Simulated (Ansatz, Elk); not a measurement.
# YIn2Mo: X-ray structure factors from the self-consistent density

The structure of YIn2Mo used here is made up (a known structure type with other elements) and was relaxed beforehand with PBE. The aim is the Fourier transform of its all-electron density, F(hkl), set beside the sum over free spherical atoms that refinements use.

Main program and level: Elk 11.2.3 (patched build); DFT, PBE, all-electron APW+lo, Dirac cores, scalar-relativistic bands, static density, no spin.

The structure was built from a prototype and need not be the compound's stable phase.

**1. Set-up**

Symmetry: Cmcm, No. 63, orthorhombic system. Conventional cell: a = 4.180 Å, b = 10.990 Å, c = 8.130 Å, α = 90.00°, β = 90.00°, γ = 90.00°. Nearest to In lie 3 Mo at 2.80 to 2.92 Å and 1 In at 3.08 Å and 2 Y at 3.28 Å. Nearest to Mo lie 6 In at 2.80 to 2.92 Å and 3 Y at 3.06 to 3.21 Å. Nearest to Y lie 3 Mo at 3.06 to 3.21 Å and 4 In at 3.28 Å. Farther neighbours are not listed.

**2. Ground state and structure factors**

An all-electron density is needed, since X-rays see the cores too. Task 0 finds the density and task 195 Fourier-transforms it; tshift is off so that phases refer to the origin typed.

Input file elk.in:

```
tasks
  0
  195

xctype
  20

spinpol
  .false.

rgkmax
  7.0

gmaxvr
  14.0

lmaxo
  7

lmaxapw
  8

swidth
  0.002

tshift
  .false.

ramdisk
  .false.

hmaxvr
  5.5

maxscl
  120

epspot
  1e-06

sppath
  './'

avec
  3.94998760354 -10.38440048170 0.00000000000
  3.94998760354 10.38440048170 0.00000000000
  0.00000000000 0.00000000000 15.36371393971

atoms
  3
  'In.in'
  4
  0.3640957011 0.6359042989 0.0454193569   0.000000 0.000000 0.000000
  0.6359042989 0.3640957011 0.9545806431   0.000000 0.000000 0.000000
  0.3640957011 0.6359042989 0.4545806431   0.000000 0.000000 0.000000
  0.6359042989 0.3640957011 0.5454193569   0.000000 0.000000 0.000000
  'Mo.in'
  2
  0.2124029813 0.7875970187 0.7500000000   0.000000 0.000000 0.000000
  0.7875970187 0.2124029813 0.2500000000   0.000000 0.000000 0.000000
  'Y.in'
  2
  0.0659601717 0.9340398283 0.2500000000   0.000000 0.000000 0.000000
  0.9340398283 0.0659601717 0.7500000000   0.000000 0.000000 0.000000

ngridk
  6 6 3
```

On the command line:

```sh
> OMP_NUM_THREADS=4 elk
```

Numbers of over 12 decimals in the logs are rounded to 6 here.

The program printed:

```text
┌─────────────────────────┐
│ Elk code version 11.2.3 │
└─────────────────────────┘

All units are atomic (Hartree, Bohr, etc.)

┌─────────────────────────────────────────────────┐
│ Ground-state run starting from atomic densities │
└─────────────────────────────────────────────────┘

Lattice vectors :
   3.949987604      -10.38440048       0.000000000
   3.949987604       10.38440048       0.000000000
   0.000000000       0.000000000       15.36371394

Reciprocal lattice vectors :
  0.7953424084     -0.3025299977       0.000000000
  0.7953424084      0.3025299977      -0.000000000
  -0.000000000       0.000000000      0.4089626591

Unit cell volume      :    1260.385416
Brillouin zone volume :   0.1968050489

Muffin-tin inner radius fraction :   0.1000000000E-01

Nuclei treated as point charges

Species : 1 (In)
 parameters loaded from : In.in
 name : indium
 nuclear charge    :   -49.00000000
 electronic charge :    49.00000000
 atomic mass :    209300.4102
 muffin-tin radius :    2.600000000
 number of radial points in muffin-tin :   1193
 inner part over the whole radius :   0.9943151076E-02
 number on inner part of muffin-tin    :    850
 approximate nuclear radius :   0.8768807633E-04
 number of mesh points to nuclear radius :    427
 atomic positions (lattice), magnetic fields (Cartesian) :
  1 :   0.36409570 -0.36409570  0.04541936    0.00000000  0.00000000  0.00000000
  2 :  -0.36409570  0.36409570 -0.04541936    0.00000000  0.00000000  0.00000000
  3 :   0.36409570 -0.36409570  0.45458064    0.00000000  0.00000000  0.00000000
  4 :  -0.36409570  0.36409570 -0.45458064    0.00000000  0.00000000  0.00000000

Species : 2 (Mo)
 parameters loaded from : Mo.in
 name : molybdenum
 nuclear charge    :   -42.00000000
 electronic charge :    42.00000000
 atomic mass :    174887.9214
 muffin-tin radius :    2.600000000
 number of radial points in muffin-tin :   1193
 inner part over the whole radius :   0.9897744308E-02
 number on inner part of muffin-tin    :    848
 approximate nuclear radius :   0.8334154960E-04
 number of mesh points to nuclear radius :    419
 atomic positions (lattice), magnetic fields (Cartesian) :
  1 :   0.21240298 -0.21240298 -0.25000000    0.00000000  0.00000000  0.00000000
  2 :  -0.21240298  0.21240298  0.25000000    0.00000000  0.00000000  0.00000000

Species : 3 (Y)
 parameters loaded from : Y.in
 name : yttrium
 nuclear charge    :   -39.00000000
 electronic charge :    39.00000000
 atomic mass :    162065.4503
 muffin-tin radius :    2.600000000
 number of radial points in muffin-tin :   1193
 inner part over the whole radius :   0.9871815862E-02
 number on inner part of muffin-tin    :    847
 approximate nuclear radius :   0.8135895711E-04
 number of mesh points to nuclear radius :    416
 atomic positions (lattice), magnetic fields (Cartesian) :
  1 :   0.06596017 -0.06596017  0.25000000    0.00000000  0.00000000  0.00000000
  2 :  -0.06596017  0.06596017 -0.25000000    0.00000000  0.00000000  0.00000000

Total number of atoms per unit cell :    8
Total muffin-tin volume :    588.9774131
 ratio of muffin-tin to unit cell volume :   0.4672994511

Spin treatment :
 spin-unpolarised

Number of Bravais lattice symmetries :    8
Number of crystal symmetries         :    8
Crystal has inversion symmetry
Real symmetric eigensolver will be used

k-point grid :      6     6     3
k-point offset :    0.000000000       0.000000000       0.000000000
k-point set is reduced with full crystal symmetry group
Total number of k-points :       26

Muffin-tin radius times maximum |G+k| :    7.000000000
 using average radius
Maximum |G+k| for APW functions       :    2.692307692
Maximum (1/2)|G+k|²                   :    3.624260355
Maximum |G| for potential and density :    14.00000000
Constant for pseudocharge density :    9
 order of it for each species :   16  16  16
 order of it for pair densities of each species (exact exchange by exxq0 0: 17) :   10  10  10
Radial integration step length :    1

[...]
exchange                    :     -1087.6340214105
 correlation                 :     -18.906731399217
 electron entropic           :    -0.20200094943552E-02
 total energy                :     -38405.484132333

Density of states at Fermi energy :    150.4483339
 (states/Hartree/unit cell)

Estimated indirect band gap :   0.1424231524E-02
 from k-point 13 to k-point 21
Estimated direct band gap   :   0.2362107798E-02
 at k-point 23

Charges :
 core                        :    232.0000000
 valence                     :    126.0000000
 interstitial                :    14.36818116
 muffin-tins (core leakage)
  species : 1 (In)
[...]
species : 2 (Mo)
[...]
species : 3 (Y)
[...]
total in muffin-tins        :    343.6318188
 total calculated charge     :    357.9991498
 total charge                :    358.0000000
 error                       :   0.8501864972E-03

RMS change in Kohn-Sham potential (target) :   0.1222327211     (  0.1000000000E-05)
Absolute change in total energy (target)   :   0.2333901545     (  0.1000000000E-03)

[... loops 3 to 15 left out ...]

┌──────────────────┐
│ Loop number : 16 │
└──────────────────┘

Energies :
 Fermi                       :     0.265464
 sum of occupied eigenvalues :     -22980.195790582
 electron kinetic            :      40105.418383234
 core electron kinetic       :      38957.597959505
 Coulomb                     :     -77401.507175323
 Coulomb potential           :     -61641.277226650
 nuclear-nuclear             :     -4232.5535983961
 electron-nuclear            :     -84801.192807195
 Hartree                     :      11632.239230267
 Madelung                    :     -46580.868561998
 xc potential                :     -1444.3369471654
 exchange                    :     -1088.5735173853
 correlation                 :     -18.908845575177
 electron entropic           :    -0.23379123171744E-02
 total energy                :     -38403.573492962

Density of states at Fermi energy :    178.3396683
 (states/Hartree/unit cell)

Estimated indirect band gap :   0.3230156884E-03
 from k-point 20 to k-point 8
Estimated direct band gap   :   0.1814265612E-02
 at k-point 8

Charges :
 core                        :    232.0000000
 valence                     :    126.0000000
 interstitial                :    13.62831443
 muffin-tins (core leakage)
  species : 1 (In)
[...]
species : 2 (Mo)
[...]
species : 3 (Y)
[...]
total in muffin-tins        :    344.3716856
 total calculated charge     :    357.9991425
 total charge                :    358.0000000
 error                       :   0.8574615667E-03

RMS change in Kohn-Sham potential (target) :   0.9371060362E-07 (  0.1000000000E-05)
Absolute change in total energy (target)   :   0.8919308311E-04 (  0.1000000000E-03)

Convergence targets achieved

┌──────────────────┐
│ Loop number : 17 │
└──────────────────┘

Energies :
 Fermi                       :     0.265464
 sum of occupied eigenvalues :     -22980.195791699
 electron kinetic            :      40105.418380382
 core electron kinetic       :      38957.597958424
 Coulomb                     :     -77401.507172135
 Coulomb potential           :     -61641.277226926
 nuclear-nuclear             :     -4232.5535983961
 electron-nuclear            :     -84801.192800597
 Hartree                     :      11632.239226858
 Madelung                    :     -46580.868558672
 xc potential                :     -1444.3369451558
 exchange                    :     -1088.5735172371
 correlation                 :     -18.908845565182
 electron entropic           :    -0.23379125658174E-02
 total energy                :     -38403.573492468

Density of states at Fermi energy :    178.3396863
 (states/Hartree/unit cell)

Estimated indirect band gap :   0.3230150318E-03
 from k-point 20 to k-point 8
Estimated direct band gap   :   0.1814268933E-02
 at k-point 8

Charges :
 core                        :    232.0000000
 valence                     :    126.0000000
 interstitial                :    13.62831421
 muffin-tins (core leakage)
  species : 1 (In)
[...]
species : 2 (Mo)
[...]
atom 2                    :    40.43736045     ( -0.2327919901E-07)
  species : 3 (Y)
   atom 1                    :    36.74899780     (  0.8562225030E-05)
   atom 2                    :    36.74899780     (  0.8562225030E-05)
 total in muffin-tins        :    344.3716858
 total calculated charge     :    357.9991425
 total charge                :    358.0000000
 error                       :   0.8574616401E-03

┌──────────────────────────────┐
│ Self-consistent loop stopped │
└──────────────────────────────┘

Warning : core states of species 1 leak from the muffin-tin :   0.1299407260E-03

Wrote STATE.OUT
```

The job ended after 1.8 min (4 threads of Arm Neoverse V1, shared host; peak memory 0.38 GiB; 4.9 min of CPU time).

SFACRHO.OUT:

```text

h k l indices transformed by vhmat matrix:
   1.000000000       0.000000000       0.000000000    
   0.000000000       1.000000000       0.000000000    
   0.000000000       0.000000000       1.000000000    

      h      k      l  multipl.   |H|            Re(F)            Im(F)           |F|

      0      0      0      1   0.0000000       358.00000      0.12970235E-15   358.00000    
      0      0      1      2  0.40896266      0.75743179E-13  0.26237042E-13  0.80158665E-13
     -1      1      0      2  0.60506000      -46.484851      0.26237042E-13   46.484851    
     -1      1      1      2  0.73030682      -33.464265      0.43728403E-14   33.464265    
      1     -1      1      2  0.73030682       33.464265      0.39355563E-13   33.464265    
      0      0      2      2  0.81792532       5.4390615      0.52494638E-13   5.4390615    
      0     -1      0      4  0.85093710      -35.826874      0.87456807E-14   35.826874    
      1      0     -1      4  0.94411038      -7.2392133      0.17491361E-13   7.2392133    
     -1      0     -1      4  0.94411038       7.2392133      0.34982723E-13   7.2392133    
     -1      1      2      2   1.0173984     -0.28554084     -0.78711126E-13  0.28554084    
      1     -1      2      2   1.0173984     -0.28554084      0.52474084E-13  0.28554084    
      0     -1     -2      4   1.1802948      -164.28557      0.87456807E-14   164.28557    
      1      0      2      4   1.1802948      -164.28557     -0.52474084E-13   164.28557    
     -2      1      0      4   1.2067681       112.16369      0.34982723E-13   112.16369    
     -2      2      0      2   1.2101200      -122.61533     -0.34982723E-13   122.61533    
      0      0     -3      2   1.2268880      0.37056699E-13 -0.52474084E-13  0.64239618E-13
      2     -1      1      4   1.2741819      -133.79100     -0.21864202E-13   133.79100    
     -1      2      1      4   1.2741819       133.79100     -0.13118521E-13   133.79100
```

Elk indexes on the primitive cell of elk.in and gives |H| = 4π sin θ/λ in inverse bohr. Below, one row stands for each form hkl of the conventional cell (m members, Friedel mates merged), F is for one primitive cell and the density is static (no thermal factor). Free-atom factors are Waasmaier and Kirfel's, and R is Σm||F|−|F'||/Σm|F|.

| hkl | m | sin θ/λ (Å⁻¹) | abs F, DFT | neutral atoms | diff. |
| --- | --- | --- | --- | --- | --- |
| 001 | 2 | 0.061 | 0.000 | 0.000 | +0.000 |
| 020 | 2 | 0.091 | 46.485 | 46.466 | +0.019 |
| 021 | 4 | 0.110 | 33.464 | 33.492 | -0.027 |
| 002 | 2 | 0.123 | 5.439 | 5.613 | -0.173 |
| 110 | 4 | 0.128 | 35.827 | 35.895 | -0.068 |
| 111 | 8 | 0.142 | 7.239 | 7.282 | -0.043 |
| 022 | 4 | 0.153 | 0.285 | 0.158 | +0.127 |
| 112 | 8 | 0.177 | 164.286 | 164.603 | -0.317 |
| 130 | 4 | 0.181 | 112.164 | 112.074 | +0.090 |
| 040 | 2 | 0.182 | 122.615 | 122.209 | +0.406 |
| 003 | 2 | 0.184 | 0.000 | 0.000 | +0.000 |
| 131 | 8 | 0.192 | 133.791 | 134.534 | -0.743 |
| 041 | 4 | 0.192 | 127.610 | 128.418 | -0.808 |
| 023 | 4 | 0.206 | 132.431 | 132.528 | -0.097 |

**3. The highest occupied states alone**

An energy window below the Fermi level keeps the highest occupied states, to see at which angles they scatter; shallow core shells can lie inside it and anion s states outside. No new self-consistency is needed.

elk.in: that of step 2 with these lines changed.

```diff
@@ -1,3 +1,2 @@
 tasks
-  0
   195
@@ -40,2 +39,5 @@
 
+wsfac
+  -0.175530 0.565460
+
 sppath
```

On the command line:

```sh
> OMP_NUM_THREADS=4 elk
```

The program printed:

```text
┌─────────────────────────────────┐
│ Elk code version 11.2.3 started │
└─────────────────────────────────┘

Info(readinput): the functional depends on the density's gradient
 muffin-tin radial points multiplied by    2.00000
 (not where nrmtscf is given)

┌────────────────────┐
│ Current task : 195 │
└────────────────────┘

Info(sfacrho): density structure factors written to SFACRHO.OUT

 Energy window :  -0.1755300000      0.5654600000

┌──────────────────┐
│ Elk code stopped │
└──────────────────┘
```

Run time: 36 s. Hardware: 4 threads; peak memory 0.21 GiB.

States within 12 eV below the Fermi level hold 30.00 electrons; any levels below the window count with the cores. Their amplitudes can exceed the total, where window and core parts have opposite phase:

| hkl | sin θ/λ (Å⁻¹) | abs F, window | abs F, all |
| --- | --- | --- | --- |
| 001 | 0.061 | 0.000 | 0.000 |
| 020 | 0.091 | 6.676 | 46.485 |
| 021 | 0.110 | 3.432 | 33.464 |
| 002 | 0.123 | 4.274 | 5.439 |
| 110 | 0.128 | 0.020 | 35.827 |
| 111 | 0.142 | 4.246 | 7.239 |
| 022 | 0.153 | 3.498 | 0.285 |
| 112 | 0.177 | 1.572 | 164.286 |
| 130 | 0.181 | 1.109 | 112.164 |
| 040 | 0.182 | 0.463 | 122.615 |

**4. Another functional**

The difference from free atoms is small, so it is set against the change that LDA (Perdew-Wang) makes.

elk.in: that of step 3 with these lines changed.

```diff
@@ -1,2 +1,3 @@
 tasks
+  0
   195
@@ -4,3 +5,3 @@
 xctype
-  20
+  3
 
@@ -39,5 +40,2 @@
 
-wsfac
-  -0.175530 0.565460
-
 sppath
```

On the command line:

```sh
> OMP_NUM_THREADS=4 elk
```

The program printed:

```text
┌─────────────────────────┐
│ Elk code version 11.2.3 │
└─────────────────────────┘

All units are atomic (Hartree, Bohr, etc.)

┌─────────────────────────────────────────────────┐
│ Ground-state run starting from atomic densities │
└─────────────────────────────────────────────────┘

Lattice vectors :
   3.949987604      -10.38440048       0.000000000
   3.949987604       10.38440048       0.000000000
   0.000000000       0.000000000       15.36371394

Reciprocal lattice vectors :
  0.7953424084     -0.3025299977       0.000000000
[...]
species : 1 (In)
[...]
species : 2 (Mo)
[...]
species : 3 (Y)
   atom 1                    :    36.75538090     (  0.3763549618E-05)
   atom 2                    :    36.75538090     (  0.3763549618E-05)
 total in muffin-tins        :    344.4899023
 total calculated charge     :    357.9991521
 total charge                :    358.0000000
 error                       :   0.8479042824E-03

┌──────────────────────────────┐
│ Self-consistent loop stopped │
└──────────────────────────────┘

Warning : core states of species 1 leak from the muffin-tin :   0.1279927042E-03

Wrote STATE.OUT
[key lines of the parts left out:]
total energy                :     -38367.024306472
```

The job ended after 64 s (4 threads; peak memory 0.28 GiB; 3.1 min of CPU time).

Against the first run R = 0.03 %; the largest change is -0.091 at 200.

**5. Basis size**

A smaller basis shows how fast F responds to it; the change is likely larger than the basis error of the first run, but doesn't show convergence.

elk.in: that of step 4 with these lines changed.

```diff
@@ -5,3 +5,3 @@
 xctype
-  3
+  20
 
@@ -11,3 +11,3 @@
 rgkmax
-  7.0
+  5.5
```

On the command line:

```sh
> OMP_NUM_THREADS=4 elk
```

The program printed:

```text
┌─────────────────────────┐
│ Elk code version 11.2.3 │
└─────────────────────────┘

All units are atomic (Hartree, Bohr, etc.)

┌─────────────────────────────────────────────────┐
│ Ground-state run starting from atomic densities │
└─────────────────────────────────────────────────┘

Lattice vectors :
   3.949987604      -10.38440048       0.000000000
   3.949987604       10.38440048       0.000000000
   0.000000000       0.000000000       15.36371394

Reciprocal lattice vectors :
  0.7953424084     -0.3025299977       0.000000000
[...]
species : 1 (In)
[...]
species : 2 (Mo)
[...]
species : 3 (Y)
   atom 1                    :    36.68900570     (  0.8529767026E-05)
   atom 2                    :    36.68900570     (  0.8529767026E-05)
 total in muffin-tins        :    343.9294417
 total calculated charge     :    357.9995117
 total charge                :    358.0000000
 error                       :   0.4882569788E-03

┌──────────────────────────────┐
│ Self-consistent loop stopped │
└──────────────────────────────┘

Warning : core states of species 1 leak from the muffin-tin :   0.1309976231E-03

Wrote STATE.OUT
[key lines of the parts left out:]
total energy                :     -38403.191027710
```

The job ended after 94 s (4 threads; peak memory 0.33 GiB).

Against the first run R = 0.05 %; the largest change is +0.232 at 170.

**6. Settings against the effect**

| run | R against the first run (%) | R against neutral atoms, low angle (%) | wall time |
| --- | --- | --- | --- |
| PBE, rgkmax 7 | 0.00 | 0.44 | 1.8 min |
| LDA (Perdew-Wang) | 0.03 | 0.46 | 64 s |
| rgkmax 5.5 | 0.05 | 0.47 | 94 s |

**7. Results**

```yaml
r_against_neutral_atoms_sin_theta_lambda_0p3_a_minus1: 0.44 %
r_against_neutral_atoms_0p3_to_0p52_a_minus1: 0.19 %
```

What this shows: Independent neutral atoms miss the calculated amplitudes by R = 0.44 % below 0.3 Å⁻¹ and 0.19 % from there to 0.52 Å⁻¹; by shells, 0.25 % below 0.15 Å⁻¹ (5 forms), 0.45 % 0.15 to 0.3 (26 forms), 0.21 % 0.3 to 0.45 (64 forms), 0.16 % above 0.45 (44 forms). Bonding, aspherical density and the tables' own atoms all enter these figures, and the runs don't part them. The largest change of an amplitude is -1.07 electrons, at 200. Weak lines can change much in proportion: 022 goes from 0.16 to 0.29. The window's part falls from 30.0 electrons at the origin to at most 0.52 between 0.45 and 0.52 Å⁻¹. Below 0.3 Å⁻¹ the changes that finished (LDA (Perdew-Wang) and rgkmax 5.5) move F by R = 0.05 % at most, against the 0.44 % that separates it from free atoms. The k-mesh has no finished test. These runs have no spin, though d or f shells may be open. Part of the difference isn't bonding: the tables are fits to free atoms and ions calculated by other methods than this functional. Thermal motion, anomalous dispersion and extinction are left out.

[Logs are printed without paths, hosts, clocks, repeated set-up lines and the standing remarks that a program may print on its own settings, such as how far it seeks lower states.]

[Hosts, paths, dates, database ids (printed as entryN), source tags and the programs' standing remarks are cut or masked in the printed files.]
